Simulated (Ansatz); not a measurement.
# λ, α²F and ρ(T) of Pt-Ir-Pt stack of (100) layers

The plan: relax Pt-Ir-Pt stack of (100) layers, check its phonons, and, if the lattice is stable, compute its Eliashberg function and ρ(T).

Program: Ansatz 0.2.0. Level of theory: DFT PBE, scalar-relativistic, plane waves, PAW; PAW set soft_1. Results are calculated unless marked as measured.

## 1. Set-up

The cell holds 3 atoms: 2 Pt and 1 Ir. Its edges and angles: a = 2.715 Å, b = 2.715 Å, c = 14.840 Å, α = 90.0°, β = 90.0°, γ = 90.0°. Vacuum lies along c.

## 2. Relaxing cell and atoms

Lattice constant and positions set the bands and the force constants, so the cell is relaxed first.

File input.yaml:

```yaml
crystal:
  lattice:
    - [2.71529, 0.0, 0.0]
    - [0.0, 2.71529, 0.0]
    - [0.0, 0.0, 14.84]
  atoms:
    - { symbol: Pt, position: [0.0, 0.0, 0.37061995] }
    - { symbol: Ir, position: [0.5, 0.5, 0.5] }
    - { symbol: Pt, position: [0.0, 0.0, 0.62938005] }
  periodic: [true, true, false]
kpoints:
  mp_grid: { grid: [10, 10, 1] }
hamiltonian:
  xc: pbe
  pseudopotentials: { kind: paw, azcp: { folder: soft_1 } }
scf:
  occupations: { method: gaussian, width: 0.1 }
output:
  forces: true
  stress: true
  eigenvalues: true
  write_density: true
  write_potential: true
  elf: true
  volumetric_format: npy
relax:
  adjacent_minimum: "off"
  f_tol: 0.005
  max_steps: 80
  cell: { stress_2d_tol: 0.02 }
```

Started as:

```
ansatz run input.yaml --threads 8 --pin off --max-ram 20480MiB --backend cpu --events-out ev --progress --plain --runs-dir out
```

Numbers of over 12 decimals in the logs are rounded to 6 here.

The program printed:

```text
Warning: crystal.periodic: the lattice vector that does not repeat stood 0.000° off the slab's normal, 14.840 Å along it as the deck builds it. The run solves the slab on a vector along the normal, 31.480 Å long, with every atom where it was (on the deck's vector they left 11.00 Å outside them, and the widest stretch free of ions among them is 1.92 Å). A fractional position that the run reports is one of the run's ce [...]
crystal.periodic: the lattice vector that does not repeat stood 0.000° off the slab's normal, 14.840 Å along it as the deck builds it. The run solves the slab on a vector along the normal, 31.480 Å long, with every atom where it was (on the deck's vector they left 11.00 Å outside them, and the widest stretch free of ions among them is 1.92 Å). A fractional position that the run reports is one of the run's cell, which [...]
Engine: ansatz 0.2.0, aarch64-unknown-linux-gnu
Pseudopotentials: kind: paw
Pseudopotential: Pt, paw, valence charge 18, recommended cutoff 420 eV (normal), soft_1/Pt.paw.azcp
Pseudopotential: Ir, paw, valence charge 17, recommended cutoff 420 eV (normal), soft_1/Ir.paw.azcp
Functional definition: PBE
  parameter kappa = 0.804
  parameter beta = 0.066725
  exchange = pbe_x(kappa = kappa, mu = beta*pi^2/3)
  correlation = pbe_c(beta = beta)
Crystal: 3 atoms, lattice volume = 232.096 Å³
Basis set: ecut = 420 eV, 4597 PW (Γ), exchange–correlation on 40×40×432 points (8 copies of the dense FFT grid, shifted against one another)
Bands: 32, of which v1, the nominal top of the filled ones, is band 27 counted from 1 (26 counted from 0)
Symmetry: 16 space group operations
Space group: P4/mmm (ITA 123), of the structure as read, at distance tolerance 6.1e-5 Å
k-points: 21 of 100
Non-local potential: Pt, projectors of the file, l = 0: 3, l = 1: 2, l = 2: 2, l = 3: 1
Non-local potential: Ir, projectors of the file, l = 0: 3, l = 1: 2, l = 2: 2, l = 3: 1
PAW form: soft (Blöchl's): semilocal exchange-correlation on the pseudo side does not see the compensation charge
PAW one-centre angular grid: Pt, 590 points (default); XC on 64 Gauss nodes
PAW one-centre angular grid: Ir, 590 points (default); XC on 64 Gauss nodes
Initial density: superposition of atomic densities (neutral atoms: chi_scale 0, normalization atom)
Initial wavefunctions: pseudopotential atomic-orbital guess
Functional: x = pbe(κ = 0.804, μ = 0.219515), c = pbe(β = 0.066725)
SCF iter   1: F=—  HF=-36986.233651 eV  |F-HF|=—  |Δ(HF+E_count)|=         —  Δρ=5.20e-2  dr2=1.55e1  ethr=3.10e-3  ⟨swp⟩=14.3  Hψ=5307  notcnv=0
preconditioner: auto → LDOS  [metal: Δε(μ)=0.052 eV  Ē_g=6.876 eV  σ=0.100 eV  W_gap=0.27  n_scr=20 (ndim 8)  ℏωp=13.1 eV  f_vac=0.753  D(μ)=3.50/eV (n_scr^D=16)  β→1.0]
SCF iter   2: F=—  HF=-36985.217611 eV  |F-HF|=—  |Δ(HF+E_count)|=    1.02e0  Δρ=3.02e-2  dr2=2.43e0  ethr=3.10e-3  ⟨swp⟩=4.5  Hψ=2212  notcnv=0  defer=12
SCF iter   3: F=—  HF=-36984.537689 eV  |F-HF|=—  |Δ(HF+E_count)|=   6.80e-1  Δρ=8.44e-3  dr2=4.75e-1  ethr=3.10e-3  ⟨swp⟩=3.4  Hψ=1835  notcnv=0  defer=14
SCF iter   4: F=—  HF=-36984.505903 eV  |F-HF|=—  |Δ(HF+E_count)|=   3.18e-2  Δρ=4.40e-3  dr2=7.15e-2  ethr=8.96e-4  ⟨swp⟩=2.7  Hψ=1316  notcnv=0  defer=14
SCF iter   5: F=—  HF=-36984.492309 eV  |F-HF|=—  |Δ(HF+E_count)|=   1.36e-2  Δρ=1.24e-3  dr2=5.86e-3  ethr=1.35e-4  ⟨swp⟩=3.8  Hψ=1458  notcnv=0  defer=14
SCF iter   6: F=—  HF=-36984.492397 eV  |F-HF|=—  |Δ(HF+E_count)|=   8.81e-5  Δρ=3.36e-4  dr2=6.19e-4  ethr=1.11e-5  ⟨swp⟩=3.3  Hψ=1532  notcnv=0  defer=14
SCF iter   7: F=—  HF=-36984.492337 eV  |F-HF|=—  |Δ(HF+E_count)|=   5.96e-5  Δρ=1.38e-4  dr2=9.49e-5  ethr=1.17e-6  ⟨swp⟩=3.9  Hψ=1469  notcnv=0  defer=14
SCF iter   8: F=—  HF=-36984.492320 eV  |F-HF|=—  |Δ(HF+E_count)|=   1.68e-5  Δρ=2.89e-5  dr2=6.59e-6  ethr=1.79e-7  ⟨swp⟩=3.6  Hψ=1507  notcnv=0  defer=14
SCF iter   9: F=—  HF=-36984.492320 eV  |F-HF|=—  |Δ(HF+E_count)|=   6.39e-7  Δρ=9.02e-6  dr2=7.54e-7  ethr=1.24e-8  ⟨swp⟩=3.2  Hψ=1309  notcnv=0  defer=14
SCF iter  10: F=-36984.492320 eV  HF=-36984.492320 eV  |F-HF|=6.43e-8  |Δ(HF+E_count)|=   5.01e-8  Δρ=2.39e-6  dr2=7.86e-9  ethr=1.89e-10  ⟨swp⟩=28.9  Hψ=8393  notcnv=0
SCF 1 converged in 10 iterations: F = -36984.492320 eV  dr2 = 7.86e-9
  greatest PAW one-centre occupation: 1.000 electrons in one spin orbital (limit 2), on the Pt atom at site 2 (counted from 0), in its partial waves of l = 0
relax step   1: F+E_penalty+E_count = -36984.49231977 eV  Δ(F+E_penalty+E_count) = +0.000e0 eV  max|allowed force component| = 1.030e-1 eV/Å  Δτ_max = 0.0000 Å  P = +0.156 N/m  Ω = 232.096 Å³  fix = [c, alpha, beta]  reactions: c +0.000 N/m  (10 SCF iters, dr2 threshold 1.00e-7 eV, accepted)
Crystal: 3 atoms, lattice volume = 231.638 Å³
Initial density: handed on by an earlier stage of this run
Initial wavefunctions: those handed on with the density
iter 1 solved again at ethr=5.61e-6 eV; its pass at ethr=3.10e-3 eV (dr2=2.97e-3 eV) is discarded
SCF iter   1: F=—  HF=-36984.492697 eV  |F-HF|=—  |Δ(HF+E_count)|=         —  Δρ=1.32e-3  dr2=2.79e-3  ethr=5.61e-6  ⟨swp⟩=4.1  Hψ=4095  notcnv=0
preconditioner: auto → LDOS  [metal: Δε(μ)=0.119 eV  Ē_g=6.854 eV  σ=0.100 eV  W_gap=0.46  n_scr=20 (ndim 8)  ℏωp=13.1 eV  f_vac=0.751  D(μ)=3.75/eV (n_scr^D=16)  β→1.0]
SCF iter   2: F=—  HF=-36984.492970 eV  |F-HF|=—  |Δ(HF+E_count)|=   2.73e-4  Δρ=7.84e-4  dr2=3.73e-3  ethr=5.27e-6  ⟨swp⟩=3.2  Hψ=1477  notcnv=0
SCF iter   3: F=—  HF=-36984.492203 eV  |F-HF|=—  |Δ(HF+E_count)|=   7.67e-4  Δρ=1.69e-4  dr2=5.43e-5  ethr=5.27e-6  ⟨swp⟩=3.1  Hψ=1403  notcnv=0
SCF iter   4: F=—  HF=-36984.492219 eV  |F-HF|=—  |Δ(HF+E_count)|=   1.63e-5  Δρ=6.17e-5  dr2=1.36e-5  ethr=1.02e-7  ⟨swp⟩=3.1  Hψ=1514  notcnv=0
SCF iter   5: F=—  HF=-36984.492218 eV  |F-HF|=—  |Δ(HF+E_count)|=   1.27e-6  Δρ=1.96e-5  dr2=1.03e-6  ethr=2.56e-8  ⟨swp⟩=3.1  Hψ=1334  notcnv=0
SCF iter   6: F=—  HF=-36984.492219 eV  |F-HF|=—  |Δ(HF+E_count)|=   6.16e-7  Δρ=1.05e-5  dr2=3.36e-7  ethr=5.66e-10  ⟨swp⟩=24.7  Hψ=8479  notcnv=0
SCF iter   7: F=-36984.492219 eV  HF=-36984.492219 eV  |F-HF|=9.43e-9  |Δ(HF+E_count)|=   3.99e-8  Δρ=2.27e-6  dr2=1.51e-8  ethr=5.66e-10  ⟨swp⟩=16.3  Hψ=6541  notcnv=0
SCF 2 converged in 7 iterations: F = -36984.492219 eV  dr2 = 1.51e-8
relax step   2: F+E_penalty+E_count = -36984.49221880 eV  Δ(F+E_penalty+E_count) = +1.010e-4 eV  max|allowed force component| = 1.180e-1 eV/Å  Δτ_max = 0.0242 Å  P = -0.762 N/m  Ω = 231.638 Å³  energy of the carried Pulay correction = +5.107e-5 eV  fix = [c, alpha, beta]  (7 SCF iters, dr2 threshold 3.00e-7 eV, rejected (line search))
Crystal: 3 atoms, lattice volume = 231.520 Å³
iter 1 solved again at ethr=1.97e-6 eV; its pass at ethr=3.10e-3 eV (dr2=1.04e-3 eV) is discarded
SCF iter   1: F=—  HF=-36984.493830 eV  |F-HF|=—  |Δ(HF+E_count)|=         —  Δρ=7.11e-4  dr2=1.00e-3  ethr=1.97e-6  ⟨swp⟩=3.8  Hψ=3970  notcnv=0
preconditioner: auto → LDOS  [metal: Δε(μ)=0.012 eV  Ē_g=6.881 eV  σ=0.100 eV  W_gap=0.07  n_scr=20 (ndim 8)  ℏωp=13.1 eV  f_vac=0.751  D(μ)=3.61/eV (n_scr^D=16)  β→1.0]
SCF iter   2: F=—  HF=-36984.493850 eV  |F-HF|=—  |Δ(HF+E_count)|=   2.02e-5  Δρ=4.23e-4  dr2=1.02e-3  ethr=1.89e-6  ⟨swp⟩=3.4  Hψ=1524  notcnv=0
SCF iter   3: F=—  HF=-36984.493655 eV  |F-HF|=—  |Δ(HF+E_count)|=   1.95e-4  Δρ=9.72e-5  dr2=2.48e-5  ethr=1.89e-6  ⟨swp⟩=3.0  Hψ=1273  notcnv=0
SCF iter   4: F=—  HF=-36984.493667 eV  |F-HF|=—  |Δ(HF+E_count)|=   1.21e-5  Δρ=3.41e-5  dr2=6.17e-6  ethr=4.69e-8  ⟨swp⟩=3.2  Hψ=1479  notcnv=0
SCF iter   5: F=—  HF=-36984.493671 eV  |F-HF|=—  |Δ(HF+E_count)|=   3.60e-6  Δρ=1.25e-5  dr2=3.64e-7  ethr=1.16e-8  ⟨swp⟩=3.0  Hψ=1243  notcnv=0
SCF iter   6: F=—  HF=-36984.493654 eV  |F-HF|=—  |Δ(HF+E_count)|=   1.64e-5  Δρ=5.60e-6  dr2=8.62e-8  ethr=6.88e-10  ⟨swp⟩=3.7  Hψ=1623  notcnv=0
SCF iter   7: F=—  HF=-36984.493654 eV  |F-HF|=—  |Δ(HF+E_count)|=   1.13e-8  Δρ=1.44e-6  dr2=3.45e-9  ethr=1.63e-10  ⟨swp⟩=3.9  Hψ=1499  notcnv=0
SCF iter   8: F=—  HF=-36984.493654 eV  |F-HF|=—  |Δ(HF+E_count)|=   9.55e-9  Δρ=8.70e-7  dr2=8.91e-10  ethr=6.51e-12  ⟨swp⟩=3.4  Hψ=1574  notcnv=0
SCF iter   9: F=—  HF=-36984.493654 eV  |F-HF|=—  |Δ(HF+E_count)|=  1.09e-10  Δρ=2.82e-7  dr2=8.46e-11  ethr=1.68e-12  ⟨swp⟩=4.0  Hψ=1661  notcnv=0
SCF iter  10: F=—  HF=-36984.493654 eV  |F-HF|=—  |Δ(HF+E_count)|=  3.64e-11  Δρ=5.77e-8  dr2=5.65e-12  ethr=1.00e-12  ⟨swp⟩=1.8  Hψ=879  notcnv=0
SCF iter  11: F=-36984.493654 eV  HF=-36984.493654 eV  |F-HF|=1.31e-10  |Δ(HF+E_count)|=  1.46e-11  Δρ=2.97e-8  dr2=1.14e-12  ethr=1.00e-12  ⟨swp⟩=13.9  Hψ=5030  notcnv=0
SCF 3 converged in 11 iterations: F = -36984.493654 eV  dr2 = 1.14e-12
relax step   3: F+E_penalty+E_count = -36984.49365418 eV  Δ(F+E_penalty+E_count) = -1.334e-3 eV  max|allowed force component| = 1.062e-2 eV/Å  Δτ_max = 0.0119 Å  P = -0.010 N/m  Ω = 231.520 Å³  energy of the carried Pulay correction = +6.422e-5 eV  fix = [c, alpha, beta]  reactions: c +0.000 N/m  (11 SCF iters, accepted)
[...]
relax step   4: F+E_penalty+E_count = -36984.49368872 eV  Δ(F+E_penalty+E_count) = -3.454e-5 eV  max|allowed force component| = 1.154e-3 eV/Å  Δτ_max = 0.0017 Å  P = +0.022 N/m  Ω = 231.375 Å³  energy of the carried Pulay correction = +8.047e-5 eV  fix = [c, alpha, beta]  reactions: c +0.000 N/m  (5 SCF iters, dr2 threshold 7.05e-9 eV, accepted)
[...]
relax step   5: F+E_penalty+E_count = -36984.49368625 eV  Δ(F+E_penalty+E_count) = +2.467e-6 eV  max|allowed force component| = 6.531e-6 eV/Å  Δτ_max = 0.0000 Å  P = +0.000 N/m  Ω = 231.402 Å³  energy of the carried Pulay correction = +7.743e-5 eV  fix = [c, alpha, beta]  reactions: c +0.000 N/m  (5 SCF iters, dr2 threshold 6.30e-10 eV, accepted)
Initial wavefunctions: pseudopotential atomic-orbital guess (no wavefunctions were taken with the density)
iter 1 solved again at ethr=8.11e-7 eV; its pass at ethr=3.10e-3 eV (dr2=4.30e-4 eV) is discarded
SCF iter   1: F=—  HF=-36984.493631 eV  |F-HF|=—  |Δ(HF+E_count)|=         —  Δρ=3.88e-6  dr2=1.44e-8  ethr=8.11e-7  ⟨swp⟩=6.2  Hψ=8267  notcnv=0
eigensolver tolerance schedule: the retry pair's looser diagonalisation over-reported the residual by 29877.49 of it (diagonalisation noise at an unbounded share of the residual, at the tolerance the schedule requests for it); recorded, not acted on — ethr = c·dr2/N_el stays at c = 1.0e-1
SCF iter   2: F=—  HF=-36984.493620 eV  |F-HF|=—  |Δ(HF+E_count)|=   1.11e-5  Δρ=3.17e-6  dr2=3.37e-8  ethr=2.71e-11  ⟨swp⟩=7.6  Hψ=3340  notcnv=0
SCF iter   3: F=—  HF=-36984.493620 eV  |F-HF|=—  |Δ(HF+E_count)|=  2.18e-10  Δρ=9.67e-7  dr2=1.05e-9  ethr=2.71e-11  ⟨swp⟩=3.3  Hψ=1468  notcnv=0
SCF iter   4: F=—  HF=-36984.493620 eV  |F-HF|=—  |Δ(HF+E_count)|=   1.28e-9  Δρ=3.27e-7  dr2=5.44e-10  ethr=1.98e-12  ⟨swp⟩=3.2  Hψ=1505  notcnv=0
SCF iter   5: F=—  HF=-36984.493620 eV  |F-HF|=—  |Δ(HF+E_count)|=  7.86e-10  Δρ=7.98e-8  dr2=2.09e-11  ethr=1.03e-12  ⟨swp⟩=3.4  Hψ=1377  notcnv=0
SCF iter   6: F=-36984.493620 eV  HF=-36984.493620 eV  |F-HF|=1.38e-10  |Δ(HF+E_count)|=  1.46e-10  Δρ=2.11e-8  dr2=1.09e-12  ethr=1.00e-12  ⟨swp⟩=15.6  Hψ=5641  notcnv=0
SCF 6 converged in 6 iterations: F = -36984.493620 eV  dr2 = 1.09e-12
relax step   6: F+E_penalty+E_count = -36984.49362029 eV  Δ(F+E_penalty+E_count) = +6.596e-5 eV  max|allowed force component| = 2.410e-5 eV/Å  Δτ_max = 0.0000 Å  P = +0.001 N/m  Ω = 231.402 Å³  fix = [c, alpha, beta]  reactions: c +0.000 N/m  stress off target by 9.28e-4 N/m on what of the cell is left free  SCF on the basis re-selected at this cell (its energy is not comparable with the rows above)  (6 SCF iters)
basis re-selected at this cell: Δ(F+E_penalty+E_count) = +6.596e-5 eV, ΔP = +0.001 N/m vs the last step (what re-selecting the basis moved, of the pressure what is left beyond the Pulay correction that the steps carried, after the strain that the cell walked since its last selection, with what the two solves' SCF thresholds leave and, on support functions, any second-order correction that the steps lacked; it is no m [...]
WARN: The output density's exchange-correlation potential varies sharply where the density is thin. Do not read a vacuum level from v_tot or v_xc, or from such a field of the output density. On a cell that repeats whose density bears no net charge and no dipole along the vacuum's axis use v_es (v_loc + v_h of the components); under efield.dipole_correction with no amplitude use v_es + v_field, which holds any externa [...]
SCF converged after 6 iterations
Free energy (F): -36984.493620 eV
Harris-Foulkes:  -36984.493620 eV  (|F-HF|=1.38e-10)
Internal energy: -36984.475458 eV  (E = F + TS)
E sigma→0 (E₀):  -36984.484539 eV
Entropy (-TS):   -0.018162 eV (-6.054 meV/atom)
Fermi energy:    -5.711121 eV
--- Per-component energies (eV) ---
  E_band       = -1906.934481
  E_kinetic    = 1731.796575
  E_local      = -210707.064943  (includes V_loc(G=0)·N_el)
  E_nonlocal   = 598.020124
  E_hartree    = 104091.679333
  E_xc         = -692.649757
  E_vxc        = -796.248547  (∫ρ·V_xc dr)
  E_paw        = -28233.358218  (= ΣΔE_a)
  E_vpaw       = -916.799043  (= ΣTr[D̂ρ^β])
  E_aug_tail   = 0.002582  (compensation charges beyond the density's cutoff)
  E_ewald      = 96227.098846
  E_smearing   = -0.018162  (= −TS)
  E_closure    = -0.000000  (closes the sum)
  Σ components = -36984.493620   (vs F -36984.493620, Δ=0.00e0)
--- Forces (eV/Å), atoms counted from 1 ---
  atom   1  Pt    -0.00000000     0.00000000    -0.00002410
  atom   2  Ir     0.00000000     0.00000000     0.00000000
  atom   3  Pt    -0.00000000     0.00000000     0.00002410
  max |Σ_I F_I| component: 8.08e-28 eV/Å
--- 2D stress c σ (N/m, compression-positive) ---
        0.000928       0.000000       0.000000
        0.000000       0.000928       0.000000
        0.000000       0.000000       0.000000
  P = ½ c Tr σ = 0.0009 N/m
--- Band table (eV; the first three rows and the last of 21) ---
  k-point 0: bands = [... 23 lower, -7.2554, -6.5594, -6.1372, -6.1084, -5.1846, -5.1846, -5.1265, -4.0175, ... 1 higher]
  k-point 1: bands = [... 23 lower, -7.4263, -6.6347, -6.4062, -6.0270, -5.4370, -5.2757, -5.0961, -2.9136, ... 1 higher]
  k-point 2: bands = [... 23 lower, -7.2012, -6.9298, -6.8690, -6.5356, -5.5057, -5.0556, -4.3776, -1.3931, ... 1 higher]
  k-point 20: bands = [... 23 lower, -5.7052, -4.7068, -4.7047, -3.9055, -1.8514, -1.8514, 2.1485, 2.1485, ... 1 higher]
--- Relaxed structure (5 steps of the walk, 4 accepted, 1 SCFs on fresh bases) ---
  F+E_penalty+E_count = -36984.49362029 eV   max|allowed force component| = 2.410e-5 eV/Å   (the final SCF, on the basis selected at the relaxed cell)
  cell:  # Å, volume = 231.4019 Å³
    - [2.711228, 0, 0.0]
    - [0, 2.711228, 0.0]
    - [0.0, 0.0, 31.479999768]
  atoms:
    - { symbol: Pt, position: [0, 0, 0.174281] }
    - { symbol: Ir, position: [0.5, 0.5, 0.235705] }
    - { symbol: Pt, position: [0, 0, 0.297129] }
```

Run time: 9.8 s. Hardware: 8 threads of Arm Neoverse V2, shared host; peak memory 0.78 GiB; 70 s of CPU time.

Step by step:

```csv
step,energy less that of the first step (eV),largest force component (eV/Å),volume (Å³)
1,0.0000,0.1030,232.10
2,0.0001,0.1180,231.64
3,-0.0013,0.0106,231.52
4,-0.0014,0.0012,231.37
5,-0.0014,0.0000,231.40
6*,-0.0013,0.0000,231.40
```

Relaxation steps marked * repeat the geometry before them on a plane-wave basis chosen anew for their cell, so energy and pressure can jump there. Relaxation step 2 was tried and not accepted.

The run keeps the 16 symmetry operations that it works with, so distortions that break them were not tested.

```csv
cell as run,before,after,change
a (Å),2.715,2.711,-0.1 %
b (Å),2.715,2.711,-0.1 %
```

The atoms that moved most (Å, along periodic axes as changes of fractional coordinates times the final cell, across vacuum about the mean position):

```csv
atom,dx,dy,dz,length
Pt3,0.000,0.000,0.014,0.014
Pt1,0.000,0.000,-0.014,0.014
```

The relaxed structure:

```cif
data_structure
_symmetry_space_group_name_H-M 'P 1'
_symmetry_Int_Tables_number 1
_cell_length_a 2.7112
_cell_length_b 2.7112
_cell_length_c 31.4800
_cell_angle_alpha 90.000
_cell_angle_beta 90.000
_cell_angle_gamma 90.000
_cell_volume 231.40
loop_
_atom_site_label
_atom_site_type_symbol
_atom_site_fract_x
_atom_site_fract_y
_atom_site_fract_z
_atom_site_occupancy
Pt1 Pt 0.00000 0.00000 0.17428 1
Ir2 Ir 0.50000 0.50000 0.23571 1
Pt3 Pt 0.00000 0.00000 0.29713 1
```

Numbers from this step:

| Property | Result |
| --- | --- |
| metallic on mesh | yes |
| gap on the k-mesh | 0 eV |

Electrostatic potential energy in the ca plane at fractional y = 0.000, with atoms of Pt within 0.2 Å of it. With pseudopotentials it is smooth inside the atoms' cores, unlike the true potential.

Ten even steps from '0' (-74 eV) to '9' (0 eV), each cell a mean:
```
99999999999983000489999720016999999999999999
99999999999986213789999852148999999999999999
99999999999998767899999986679999999999999999
99999999999999988999889998899999999999999999
99999999999999888999899988889999999999999999
99999999999997435799999864368999999999999999
99999999999984101589999730027999999999999999
99999999999973000489999610005999999999999999
```
Columns run along c (16.0 Å, from fractional 0.00 to 0.51 of the cell; values clipped at the 3rd and 97th percentile), rows up along a (2.7 Å). Atoms in or near the plane, at fractional coordinates: Pt at (0.17, 0.00), Pt at (0.30, 0.00).

ELF in the ca plane at fractional y = 0.000, with atoms of Pt within 0.2 Å of it. It is the smooth field of the valence electrons, not physical close to the nuclei.

Ten even steps from '0' (0.00) to '9' (0.60), each cell a mean:
```
00000000012468999743223689997532100000000000
00000000012346887543334468875431000000000000
00000000002345554444444445554321000000000000
00000000001345544445554444555421000000000000
00000000001345544444554434554321000000000000
00000000012345776444444457764421000000000000
00000000012457998743333589986432000000000000
00000000013469999853223699998532100000000000
```
Columns run along c (16.0 Å, from fractional 0.00 to 0.51 of the cell), rows up along a (2.7 Å). Atoms in or near the plane, at fractional coordinates: Pt at (0.17, 0.00), Pt at (0.30, 0.00).

Valence density in the ca plane at fractional y = 0.000, with atoms of Pt within 0.2 Å of it. It is the smooth field of the valence electrons, not physical close to the nuclei.

Ten steps, logarithmic in the rise over the least value, from '0' (0 e/Å³) to '9' (11 e/Å³), each cell a mean:
```
00000000000147999632222589985210000000000000
00000000000135787532222467864200000000000000
00000000000123454322332345542100000000000000
00000000000012333223332233322100000000000000
00000000000012343323332234432100000000000000
00000000000124676432222356753100000000000000
00000000000136898632222479975210000000000000
00000000000147999742123589986210000000000000
```
Columns run along c (16.0 Å, from fractional 0.00 to 0.51 of the cell), rows up along a (2.7 Å). Atoms in or near the plane, at fractional coordinates: Pt at (0.17, 0.00), Pt at (0.30, 0.00).

The relaxation ends with a largest force component of 2.4e-5 eV/Å.

(Continued in part 2 of 3.)

[Logs are printed without paths, hosts, clocks, repeated set-up lines and the standing remarks that a program may print on its own settings, such as how far it seeks lower states.]

[Hosts, paths, dates, database ids (printed as entryN), source tags and the programs' standing remarks are cut or masked in the printed files.]
